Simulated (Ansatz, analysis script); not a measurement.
## MnS (Rambergite): turning one moment

Aim: the energy that it costs to turn one moment of MnS (Rambergite) against the others.

Program: Ansatz 0.2.0. Level of theory: PBEsol with U = 5.2 eV on Mn d, PAW set soft_2 (files made for PBE). Results are calculated unless marked as measured.

Report form: the programs' logs are mostly left out.

The database entry behind the starting cell differs from later determinations by our own check (about 0.3 % short against later determinations), so it need not match the best structure at ambient conditions.

## Step 1: Starting point

It takes space group P6_3mc (No. 186, hexagonal). The conventional cell has a = 3.976 Å, b = 3.976 Å, c = 6.432 Å, α = 90.00°, β = 90.00°, γ = 120.00°. Nearest to Mn lie 4 S at 2.41 to 2.48 Å. Nearest to S lie 4 Mn at 2.41 to 2.48 Å. Farther neighbours and most contacts between anions are not listed.

The cell of this run holds 4 atoms, 2 of them with a starting moment; values «a cell» refer to the cell of the run in question.

## Step 2: The collinear state

A collinear run comes first: it shows whether moments survive, and how large they are.

The input, input.yaml:

```yaml
crystal:
  lattice:
    - [3.976, 0.0, 0.0]
    - [-1.988, 3.4433170054, 0.0]
    - [0.0, 0.0, 6.432]
  atoms:
    - { symbol: Mn, position: [0.3333333333, 0.6666666667, 0.0], spin: 4.5 }
    - { symbol: Mn, position: [0.6666666667, 0.3333333333, 0.5], spin: -4.5 }
    - { symbol: S, position: [0.3333333333, 0.6666666667, 0.385] }
    - { symbol: S, position: [0.6666666667, 0.3333333333, 0.885] }
magnetization:
  spin_polarized: true
kpoints:
  mp_grid: { grid: [5, 5, 3] }
hamiltonian:
  xc: pbesol
  hubbard: { sites: [{ species: Mn, l: d, u_eff: 5.2 }] }
scf:
  occupations: { method: fermi_dirac, width: 0.05 }
  max_iter: 120
  convergence: { dr2_threshold: 1.0e-08 }
```

The run is started by

```
$ ansatz run input.yaml --threads 2 --pin off --max-ram 5120MiB --backend cpu --events-out ev --progress --plain --runs-dir out
```

Wall time 4 s (2 threads of Arm Neoverse V2, shared host); peak memory 0.35 GiB.

Spin moment in the atom's sphere by atom:

```csv
atom,spin moment in the atom's sphere (μB)
Mn1,4.33
Mn2,-4.33
S3,-0.01
S4,0.01
```

Tables count atoms from 1; parts of the log count from 0.

The run ends antiferromagnetic, with a net moment of 0 μB a cell. Only this order was typed.

## Step 3: Constrained states

A canted state is in general not stationary, so a lock holds the direction of each moment by a field that the run finds for itself, with a floor under its size so that it cannot collapse. One batch solves all states on one mesh, so that their energies can be subtracted.

The input counts atoms from 0. Atom 1 (Mn) is the turned one, and with it all its lattice images.

The input, input.yaml:

```yaml
crystal:
  lattice:
    - [3.976, 0.0, 0.0]
    - [-1.988, 3.4433170054, 0.0]
    - [0.0, 0.0, 6.432]
  atoms:
    - { symbol: Mn, position: [0.3333333333, 0.6666666667, 0.0], spin: 4.33, spin_axis: [0.0, 0.0, 1.0] }
    - { symbol: Mn, position: [0.6666666667, 0.3333333333, 0.5], spin: 4.33, spin_axis: [0.0, 0.0, -1.0] }
    - { symbol: S, position: [0.3333333333, 0.6666666667, 0.385] }
    - { symbol: S, position: [0.6666666667, 0.3333333333, 0.885] }
kpoints:
  mp_grid: { grid: [5, 5, 3] }
hamiltonian:
  xc: pbesol
  hubbard: { sites: [{ species: Mn, l: d, u_eff: 5.2 }] }
  noncollinear_xc: locally_collinear
scf:
  occupations: { method: fermi_dirac, width: 0.05 }
  max_iter: 120
  convergence: { dr2_threshold: 1.0e-08 }
basis:
  ecutwfc: 420.0
magnetization:
  noncollinear: true
magnetic_configurations:
  lock: { kind: ray, floor_fraction: 0.5 }
  seed: rotate
  angular_fan:
    site: 1
    rotation_axis: [0, 1, 0]
    angles_deg: [0, 30, 60, 90, 135, 180]
```

Wall time 3.9 min (2 threads); peak memory 0.89 GiB.

The batch gives an energy and a set of moments for each member that converges.

A side run below starts from the input of a single locked state, not from the batch.

## Step 4: Other settings

A test of how the program answers to a changed input.

input.yaml, the sections that differ from step 3:

```yaml
crystal:
  lattice:
    - [3.976, 0.0, 0.0]
    - [-1.988, 3.4433170054, 0.0]
    - [0.0, 0.0, 6.432]
  atoms:
    - { symbol: Mn, position: [0.3333333333, 0.6666666667, 0.0], spin: 4.33, spin_axis: [0.0, 0.0, 1.0] }
    - { symbol: Mn, position: [0.6666666667, 0.3333333333, 0.5], spin: 4.33, spin_axis: [-0.500011, 0.0, -0.866019] }
    - { symbol: S, position: [0.3333333333, 0.6666666667, 0.385] }
    - { symbol: S, position: [0.6666666667, 0.3333333333, 0.885] }
kpoints:
  mp_grid: { grid: [0, 5, 3] }
magnetization:
  noncollinear: true
  spin_locking: { lock_directions: true }
# hamiltonian, scf, basis: as in step 3
# magnetic_configurations: removed
```

Run time: 0.11 s. Hardware: 2 threads; peak memory 0.084 GiB.

The program refused the input before any cycle.

The program's message: “Error: invalid value for `kpoints.mp_grid.grid`: each dimension must be in 1..=255”

The change that led to it: kpoints.mp_grid.grid = [0, 5, 3].

## Step 5: Analysis

All numbers here come from the batch. Energies are free energies plus the run's first-order correction to the targets, less the reference.

```csv
angle (°),energy (meV a cell),turned moment (μB)
0,0.00,4.333
30,7.15,4.336
60,22.08,4.342
90,40.95,4.350
135,66.56,4.362
180,76.95,4.366
```

A fit E(θ) = A (1 − cos θ) + B sin²θ to the 5 turned states whose moment kept its size within 15 % gives A = 38.3 meV and B = 3.19 meV, with an r.m.s. miss of 0.69 meV. A > 0 favours the reference's alignment.

## Step 6: Outcome

```yaml
energy_at_180: 76.9 meV a cell
turned_moment: 4.33 μB at 0°, 4.37 μB at 180°
bilinear_term_a: 38.3 meV
biquadratic_term_b: 3.19 meV
```

What this shows: Every turn costs energy, 76.9 meV a cell at 180°, so the antiferromagnetic reference is stable against this one rotation; no orders other than those typed and the 180° state were run. The turned moment keeps its size within 0.77 %. The biquadratic term is not resolved by the fit. With two magnetic atoms a cell and E = −Σ J e·e over ordered pairs, the couplings of one atom to all images of the other sum to -19.1 meV. Spin–orbit coupling is switched off, and couplings of the turned atom to its own lattice images don't enter, since these turn with it. A gradient functional in the locally collinear form can put a small step between collinear and turned states, which the constants then hold.

[Logs and program files are shortened in this print: banners, set-up blocks, solver, clock and traceback lines can be left out without a mark of their own.]

[Logs are printed without paths, hosts, clocks, repeated set-up lines and the standing remarks that a program may print on its own settings, such as how far it seeks lower states.]

[Hosts, paths, dates, database ids (printed as entryN), source tags and the programs' standing remarks are cut or masked in the printed files.]
